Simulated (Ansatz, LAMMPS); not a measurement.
# An extra electron or hole in amorphous 29Ga2O3-71GeO2 (mol %) (86 atoms): runs compared

Does an extra electron or hole in amorphous 29Ga2O3-71GeO2 (mol %) (86 atoms) stay spread out, or do the atoms trap it?

Computed with Ansatz 0.2.0: Kohn-Sham DFT, r2SCAN, PAW (set soft_1), plane waves.

**1. The cell as built**

The cell holds 86 atoms: 14 Ga, 17 Ge and 55 O. Cell: a = 10.359 Å, b = 10.359 Å, c = 10.359 Å, α = 90.0°, β = 90.0°, γ = 90.0°. 86 atoms (14 Fe, 17 Ge, 55 O) placed at random at 4.41 g/cm³, melted at 5000 K for 10 ps at fixed volume with the Morse and Coulomb pair potential with partial charges (Pedone, Malavasi, Menziani, Cormack and Segre, J. Phys. Chem. B 110, 11780 (2006)). Quenched from 5000 K to 300 K at 100 K/ps and fixed volume, held 5 ps, then minimised at fixed cell. Then Fe was replaced by Ga and the cell scaled by 1.006 (the potential has no terms for the new elements, so the cell is a start for a DFT relaxation).

What the set-up can't give: The quench rate of 100 K/ps is orders of magnitude faster than experiment, which tends to freeze in extra defects. The network of bonds at the start is that of the classical potential that made the cell, and needn't be the one that DFT or experiment would give. The Brillouin zone is sampled at Γ only, in a cell whose shortest periodic width is 10 Å.

**2. The reference run**

The reference is a single point at the end of the relaxation.

The charged cells start from the geometry of this run, on a uniform background, with spin and a narrow Fermi–Dirac smearing.

Its input, with most atom lines left out:

```yaml
crystal:
  lattice:
    - [10.35908, 0.0, 0.0]
    - [0.0, 10.35908, 0.0]
    - [0.0, 0.0, 10.35908]
  atoms:
    - { symbol: Ga, position: [0.22966, 0.45867, 0.79607] }
    - { symbol: Ga, position: [0.56181, 0.99015, 0.90048] }
    - { symbol: Ga, position: [0.28229, 0.5692, 0.45991] }
    - { symbol: Ga, position: [0.1798, 0.48342, 0.13419] }
    - { symbol: Ga, position: [0.88218, 0.39578, 0.21174] }
    - { symbol: Ga, position: [0.63397, 0.75996, 0.10098] }
    - { symbol: Ga, position: [0.98605, 0.55524, 0.43838] }
    [... atom lines 8 to 86 left out ...]
kpoints:
  mp_grid: { grid: [1, 1, 1] }
hamiltonian:
  xc: r2scan
  pseudopotentials: { kind: paw, azcp: { folder: soft_1 } }
scf:
  occupations: { method: fermi_dirac, width: 0.05 }
output:
  forces: true
  stress: true
  populations: true
  dos:
    method: { smearing: { sigma: 0.1 } }
    de: 0.1
    projected: { site_lists: { Ga: [Ga], Ge: [Ge], O: [O] } }
  eigenvalues: true
  write_density: true
  write_potential: true
  volumetric_format: npy
```

```
free energy per atom   : -1831.3077 eV/atom
r.m.s. force component : 0.0102 eV/Å
pressure               : -3.655 GPa
```

Filled and empty levels are parted by 2.06 eV (at Γ alone); a semilocal functional tends to put such gaps too low. In a disordered cell it changes from sample to sample, and tail or defect levels can set it.

**3. The runs**

Each row is one run, on 4 threads of AMD EPYC 7R43, shared host. The free energy is the program's total, comparable only between runs with the same functional, potentials and atoms; between charge states it hangs on the program's zero of potential.

```csv
run,atoms,outcome,"ionic steps, all passes",free energy (eV),time,host memory (GiB)
Single point at the start,86,converged,-,-157485.443,52 s,3.4
Relaxation,86,converged,25,-157492.463,14 min,3.4
Single point at the relaxed geometry,86,converged,-,-157492.463,66 s,3.5
"An extra electron, atoms held",86,converged,-,-157485.106,2.9 min,5.0
"An extra electron, atoms relaxed",86,converged,3,-157485.135,5.2 min,4.9
"An extra electron, levels at the relaxed geometry",86,converged,-,-157485.135,3.1 min,5.0
Neutral at the geometry of the electron,86,converged,-,-157492.434,66 s,3.5
"An extra hole, atoms held",86,converged,-,-157497.401,5.8 min,5.0
```

In some runs the program notes that the exchange-correlation potential is rough where the density is thin and the stability of the SCF solution was not settled.

**4. Energies and spread of the extra charge**

Energies are differences within one cell and functional; the shift is the gain plus the neutral cell's energy at the new geometry, that is how much cheaper the vertical process becomes there. The spread is the participation number of the site moments (1/Σw², over the spin inside atomic spheres), with the atom that holds the largest share and the spin that the spheres hold in all.

```csv
carrier,"charged less neutral, atoms held (eV)",gain on relaxing (eV),"neutral cell at that geometry, less the reference (eV)",shift of the vertical energy (eV),"spread, atoms held","spread, relaxed"
electron,7.356,0.029,0.029,0.058,75; O84 3 % of 0.37 μB,71; Ge28 3 % of 0.39 μB
hole,-4.939,-,-,-,8; O47 26 % of 0.88 μB,-
```

**5. What came out**

The extra electron gains 0.029 eV as the atoms relax, and its spin stays on about 71 atoms: it stays spread out at this level. With the atoms held, the spheres hold only 0.37 of the 0.93 μB, so the spread is read from a small part of the spin. With the atoms held, the spin of the extra hole spreads over about 8 atoms, 26 % of it on O47; the relaxed state was not obtained, so trapping isn't settled. Adding the two vertical energies gives 2.42 eV, against a gap of 2.06 eV in the neutral cell. The zero of the potential cancels in this sum; the excess isn't taken apart here: charging of a small cell, filling of bands on a coarse mesh and the attraction to the background can all enter.

**Limits.** Single energies of charged cells hang on the program's zero of potential. In the spin-polarised runs the search for a state of lower energy was switched off. No distortion was seeded, so a trapped state behind a barrier can't be found. Local and semilocal functionals favour spread-out charges, so trapping can be missed. The pressure of -3.7 GPa says that the cell would shrink at this level of theory. Charged cells carry a uniform background, with no correction for images.

The DFT runs together took 34 min of wall time.

[Logs are printed without paths, hosts, clocks, repeated set-up lines and the standing remarks that a program may print on its own settings, such as how far it seeks lower states.]

[Hosts, paths, dates, database ids (printed as entryN), source tags and the programs' standing remarks are cut or masked in the printed files.]
